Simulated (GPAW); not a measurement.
**CdS (Greenockite): optical spectrum from first principles**

Wanted: where CdS (Greenockite) starts to absorb, how strongly, and its refractive index. The cell comes from an older database entry, whose edges can differ from later determinations, mostly by under a per cent.

Main program and level: GPAW 26.7.0; DFT, PBE, plane-wave PAW (GPAW data sets), scalar-relativistic, RPA, optical limit.

The database entry behind the starting cell differs from later determinations by our own check (about 0.35 % long), so it need not match the best structure at ambient conditions.

## (1) Set-up

Symmetry: P6_3mc, No. 186, hexagonal system. The conventional cell has a = 4.150 Å, b = 4.150 Å, c = 6.737 Å, α = 90.00°, β = 90.00°, γ = 120.00°. Nearest to Cd lie 4 S at 2.53 to 2.54 Å. Nearest to S lie 4 Cd at 2.53 to 2.54 Å. Farther neighbours and most contacts between anions are not listed.

## (2) Ground state

The self-consistent density comes first; it also tells whether there is a gap, which decides the occupations and the need for a Drude term.

This step: DFT, PBE, plane-wave PAW (GPAW data sets), scalar-relativistic, ground state (GPAW 26.7.0).

gs.py

```python
from ase import Atoms
from ase.dft.bandgap import bandgap
from gpaw import GPAW, PW, FermiDirac

atoms = Atoms(['Cd', 'Cd', 'S', 'S'],
              cell=[[4.149999999997, 0.000000000000, 0.000000000000],
                    [-2.074999999998, 3.594005425703, 0.000000000000],
                    [0.000000000000, 0.000000000000, 6.737000000000]],
              scaled_positions=[[0.666666666667, 0.333333333333, 0.500000000000],
                                [0.333333333333, 0.666666666667, 0.000000000000],
                                [0.666666666667, 0.333333333333, 0.875000000000],
                                [0.333333333333, 0.666666666667, 0.375000000000]],
              pbc=[True, True, True])
atoms.calc = GPAW(mode=PW(500), xc='PBE', kpts={'size': (6, 6, 4), 'gamma': True},
                  occupations=FermiDirac(0.05), maxiter=150, txt='gs.txt')
print('energy (eV)', atoms.get_potential_energy())
print('Fermi level (eV)', atoms.calc.get_fermi_level())
print('valence electrons', atoms.calc.get_number_of_electrons())
print('gap (eV)', bandgap(atoms.calc, output=None)[0])
print('direct gap (eV)', bandgap(atoms.calc, direct=True, output=None)[0])
atoms.calc.write('gs.gpw')
```

Run with:

```sh
> OMP_NUM_THREADS=1 python gs.py
```

Numbers of over 12 decimals in the logs are rounded to 6 here.

Output:

```text
__  _  _
 | _ |_)|_||  |
 |__||  | ||/\| - 26.7.0

Versions:
  Python: 3.12.14
  ASE:    3.29.0
  Numpy:  2.5.5
  Scipy:  1.18.1
  Libxc:  7.0.0

Input parameters:
  mode=PW(ecut=500.0),
  kpts=MonkhorstPack(size=(6, 6, 4), gamma=True),
  maxiter=150,
  occupations=Occupations(name='fermi-dirac', width=0.05, fixmagmom=False),
  xc=XC(name='PBE')

Diagonalizing LCAO Hamiltonian
Converting LCAO to pw mode

            S

            Cd
        S

        Cd

Atoms  # Å, Bohr magnetons
|   | symbol |         x |        y |        z |    initial magnetic moments |
| 0 |     Cd |  2.075000 | 1.198002 | 3.368500 | ( 0.0000,  0.0000,  0.0000) |
| 1 |     Cd | -0.000000 | 2.396004 | 0.000000 | ( 0.0000,  0.0000,  0.0000) |
| 2 |      S |  2.075000 | 1.198002 | 5.894875 | ( 0.0000,  0.0000,  0.0000) |
| 3 |      S | -0.000000 | 2.396004 | 2.526375 | ( 0.0000,  0.0000,  0.0000) |

Unit cell  # Å
| periodic |         x |        y |        z |  lengths |     angles |
|      yes |  4.150000 | 0.000000 | 0.000000 | 4.150000 |  90.000000 |
|      yes | -2.075000 | 3.594005 | 0.000000 | 4.150000 |  90.000000 |
|      yes |  0.000000 | 0.000000 | 6.737000 | 6.737000 | 120.000000 |

Number of symmetries: 6
Symmetry operations  # r_c * U_cc + t_c -> r_c
|   | kind |            matrix            |
| 0 |  σ   |  1, 1, 0,  0,-1, 0,  0, 0, 1 |
| 1 |  E   |  1, 0, 0,  0, 1, 0,  0, 0, 1 |
| 2 |  C3  |  0, 1, 0, -1,-1, 0,  0, 0, 1 |
| 3 |  σ   |  0,-1, 0, -1, 0, 0,  0, 0, 1 |
| 4 |  σ   | -1, 0, 0,  1, 1, 0,  0, 0, 1 |
| 5 |  C3  | -1,-1, 0,  1, 0, 0,  0, 0, 1 |

BZ-sampling:
  Number of BZ points: 144
  Number of IBZ points: 24

  Monkhorst-Pack size: [6, 6, 4]
  Monkhorst-Pack shift: [0.083333, 0.083333, 0.125]

K-points  # in reciprocal-cell coordinates
|     |                                coordinates |     weight |
|   0 | (  0.00000000,   0.00000000,   0.00000000) | 0.00694444 |
|   1 | (  0.00000000,   0.00000000,   0.25000000) | 0.01388889 |
|   2 | (  0.00000000,   0.00000000,   0.50000000) | 0.00694444 |
|   3 | (  0.16666667,   0.00000000,  -0.25000000) | 0.04166667 |
|   4 | (  0.16666667,   0.00000000,   0.00000000) | 0.04166667 |
|   5 | (  0.16666667,   0.00000000,   0.25000000) | 0.04166667 |
|   6 | (  0.16666667,   0.00000000,   0.50000000) | 0.04166667 |
|   7 | (  0.33333333,  -0.16666667,   0.00000000) | 0.04166667 |
|   8 | (  0.33333333,  -0.16666667,   0.25000000) | 0.08333333 |
|   9 | (  0.33333333,  -0.16666667,   0.50000000) | 0.04166667 |
| ... |                                            |            |
|  23 | (  0.50000000,   0.50000000,   0.50000000) | 0.02083333 |

Plane wave coefficients: 2566
Cutoff: 500.0 eV

Spin-components: 1 (collinear spins)
Bands:           26
Projectors:      22
Spin-degeneracy: 2
Datatype:        complex128

Parallelization:
  kpt:    1
  domain: 1
  band:   1

Density:
  Valence electrons: 36.0
  Components: 1
  Grid points: [24 24 35]
  Charge: 0.0  # |e|

Potential:
  Grid points: [24 24 35]

species:
  Cd:
    name:    Cadmium
    id:
    Z:       48.0
    valence: 12
    core:    36
    charge:  0.0  # [|e|]
    compensation charges:
      type: gauss
      rc: 0.38  # [Å]
      lmax: 2
    cutoffs:
      filter: 2.12  # [Å]
      core: 2.62  # [Å]
    projectors
    | kind |    occ | energy [eV] | rcut [Å] |
    |   5s |  2.000 |      -5.655 |    1.191 |
    |   5p |  0.000 |      -1.186 |    1.228 |
    |   4d | 10.000 |     -11.739 |    1.164 |
    |    s |        |      21.556 |    1.191 |
    |    p |        |      26.026 |    1.228 |
    |    d |        |      15.473 |    1.164 |

    Using partial waves for Cd as LCAO basis

  S:
    name:    Sulfur
    id:
    Z:       16.0
    valence: 6
    core:    10
    charge:  0.0  # [|e|]
    compensation charges:
      type: gauss
      rc: 0.24  # [Å]
      lmax: 2
    cutoffs:
      filter: 1.77  # [Å]
      core: 1.66  # [Å]
    projectors
    | kind |    occ | energy [eV] | rcut [Å] |
    |   3s |  2.000 |     -17.254 |    0.974 |
    |   3p |  4.000 |      -7.008 |    0.979 |
    |    s |        |       9.957 |    0.974 |
    |    p |        |      20.203 |    0.979 |
    |    d |        |       0.000 |    0.900 |

    Using partial waves for S as LCAO basis

Reference energy: -326061.476468  # eV

eigensolver:
  PPCG
  Converge bands: occupied
  niter=2

density mixing:
  MSR1-Mixer
  Pratt-step length: 0.05
  Maximum mixing coefficient: 0.75
  Old densities: 10
  SVD Regularization: 0.005
  Good broyden scale: 1.0
  Trust region scale: 1.0
  Backstep threshold: 4.0
  History deletion threshold: 6.0
  Fourier metric: weight=20.0, sigma=0.015

occupation numbers:
  Fermi-Dirac:
    width: 0.0500  # eV

poisson solver:
  ecut: 4000.0  # eV

xc functional:
  name: PBE with 2 nearest neighbor stencil

convergence criteria:
- Maximum [total energy] change in last 3 cyles: 0.0005 eV / valence electron
- Maximum integral of absolute [dens]ity change: 0.0001 electrons / valence electron
- Maximum integral of absolute [eigenst]ate change: 4e-08 eV^2 / valence electron
maximum number of iterations: 150

SCF iterations
|iter     |      energy | eigst |  dens |
|iter:   1||  -13.672568 | -0.44 |       |
|iter:   2||  -13.450080 | -2.02 | -1.12 |
|iter:   3||  -12.663438 | -1.21 | -1.16 |
|iter:   4||  -12.655834 | -2.96 | -1.70 |
|iter:   5||  -12.654746c| -3.46 | -2.14 |
|iter:   6||  -12.654894c| -4.75 | -2.73 |
|iter:   7||  -12.654909c| -6.13 | -3.45 |
|iter:   8||  -12.654909c| -7.39 | -4.27c|
|iter:   9||  -12.654909c| -7.95c| -5.08c|

Converged in 9 steps
SCF loop duration: 27.923 s (3.103 s/step)
Energy contributions relative to reference atoms: (reference = -326061.476468)

Energy contributions:
  Kinetic:          37.058153
  Coulomb:         -33.525524
  Zero:              0.247856
  External:          0.000000
  Xc:              -16.435394
  Entropy:          -0.000000
  Spinorbit:         0.000000
  ----------------------------
  Free energy:     -12.654909
  Extrapolated:    -12.654909

dipole moment: (-0.000014, -0.000014, -18.973195)  # |e|*Ang

Fermi level: 4.081
Eigenvalues  # (at kpt = [0.000, 0.000, 0.000])
| band index |      eig [eV] | occ [0-2] |
|          0 |        -8.848 |     2.000 |
|        ... |               |           |
|         10 |        -3.654 |     2.000 |
|         11 |        -3.319 |     2.000 |
|         12 |        -0.882 |     2.000 |
|         13 |         2.699 |     2.000 |
|         14 |         2.699 |     2.000 |
|         15 |         3.420 |     2.000 |
|         16 |         3.464 |     2.000 |
|         17 |         3.464 |     2.000 |
|         18 |         4.642 |     0.000 |
|         19 |         6.238 |     0.000 |
|         20 |         9.889 |     0.000 |
|         21 |         9.889 |     0.000 |
|         22 |        10.216 |     0.000 |
|         23 |        10.994 |     0.000 |
|         24 |        10.994 |     0.000 |
|         25 |        11.130 |     0.000 |

Gap: 1.178 eV
Transition (v -> c):
  (s=0, k=0, n=17, [0.00, 0.00, 0.00]) -> (s=0, k=0, n=18, [0.00, 0.00, 0.00])
No difference between direct/indirect transitions

--- standard output ---
energy (eV) -12.654909
Fermi level (eV) 4.080543
valence electrons 36.0
gap (eV) 1.178088
direct gap (eV) 1.178088
```

Run time: 30 s. Hardware: 1 thread of Arm Neoverse V1, shared host; peak memory 0.19 GiB.

Read-outs, printed or worked out from the files:

```
energy                 : -12.65 eV
Fermi energy           : 4.081 eV
gap on the k-mesh      : 1.178 eV
direct gap on the mesh : 1.178 eV
electrons              : 36
```

There is a gap, 1.18 eV on this mesh (points off the mesh can give less), so no carriers' term is needed.

## (3) Bands for the response

The response needs many more empty bands than the density does.

This step: DFT, PBE, plane-wave PAW (GPAW data sets), scalar-relativistic, bands at fixed density (GPAW 26.7.0).

nscf.py

```python
from ase.dft.bandgap import bandgap
from gpaw import GPAW, FermiDirac

calc = GPAW('gs.gpw').fixed_density(kpts={'size': (9, 9, 5), 'gamma': True}, nbands=72, convergence={'bands': 66},
                                    occupations=FermiDirac(0.001), txt='nscf.txt')
print('gap (eV)', bandgap(calc, output=None)[0])
print('direct gap (eV)', bandgap(calc, direct=True, output=None)[0])
print('top band over the Fermi level (eV)', min(calc.get_eigenvalues(kpt=k)[65] for k in range(len(calc.get_ibz_k_points()))) - calc.get_fermi_level())
calc.write('full.gpw', mode='all')
```

Run with:

```sh
> OMP_NUM_THREADS=1 python nscf.py
```

Output:

```text
Diagonalizing LCAO Hamiltonian
Converting LCAO to pw mode
convergence criteria:
- Maximum integral of absolute [eigenst]ate change: 4e-08 eV^2 / valence electron
maximum number of iterations: 150

SCF iterations
|iter     |      energy | eigst |  dens |
|iter:   1||             | +3.58 |       |
|iter:   2||             | +2.34 |       |
|iter:   3||             | +1.31 |       |
|iter:   4||             | +0.37 |       |
|iter:   5||             | -0.30 |       |
|iter:   6||             | -0.77 |       |
|iter:   7||             | -1.20 |       |
|iter:   8||             | -1.56 |       |
|iter:   9||             | -1.95 |       |
|iter:  10||             | -2.29 |       |
|iter:  11||             | -2.66 |       |
|iter:  12||             | -3.02 |       |
|iter:  13||             | -3.38 |       |
|iter:  14||             | -3.75 |       |
|iter:  15||             | -4.12 |       |
|iter:  16||             | -4.51 |       |
|iter:  17||             | -4.89 |       |
|iter:  18||             | -5.24 |       |
|iter:  19||             | -5.58 |       |
|iter:  20||             | -5.89 |       |
|iter:  21||             | -6.17 |       |
|iter:  22||             | -6.53 |       |
|iter:  23||             | -6.81 |       |
|iter:  24||             | -7.16 |       |
|iter:  25||             | -7.47c|       |
SCF steps: 25
  __  _  _
 | _ |_)|_||  |
 |__||  | ||/\| - 26.7.0

Versions:
  Python: 3.12.14
  ASE:    3.29.0
  Numpy:  2.5.5
  Scipy:  1.18.1
  Libxc:  7.0.0

Input parameters:
  mode=PW(ecut=500.0),
  convergence={'bands': 66},
  gpts=array([24, 24, 35]),
  kpts=MonkhorstPack(size=(9, 9, 5), gamma=True),
  maxiter=150,
  nbands=72,
  occupations=Occupations(name='fermi-dirac', width=0.001, fixmagmom=False),
  parallel={},
  xc=XC(name='PBE')

--- standard output ---
gap (eV) 1.178088
direct gap (eV) 1.178088
top band over the Fermi level (eV) 30.036438
```

Wall time 7.2 min (1 thread); peak memory 0.35 GiB.

[end of part 1 of 2]

[Machine, clock and banner lines and Python warnings are left out of the logs.]

[Logs are printed without paths, hosts, clocks, repeated set-up lines and the standing remarks that a program may print on its own settings, such as how far it seeks lower states.]

[Hosts, paths, dates, database ids (printed as entryN), source tags and the programs' standing remarks are cut or masked in the printed files.]
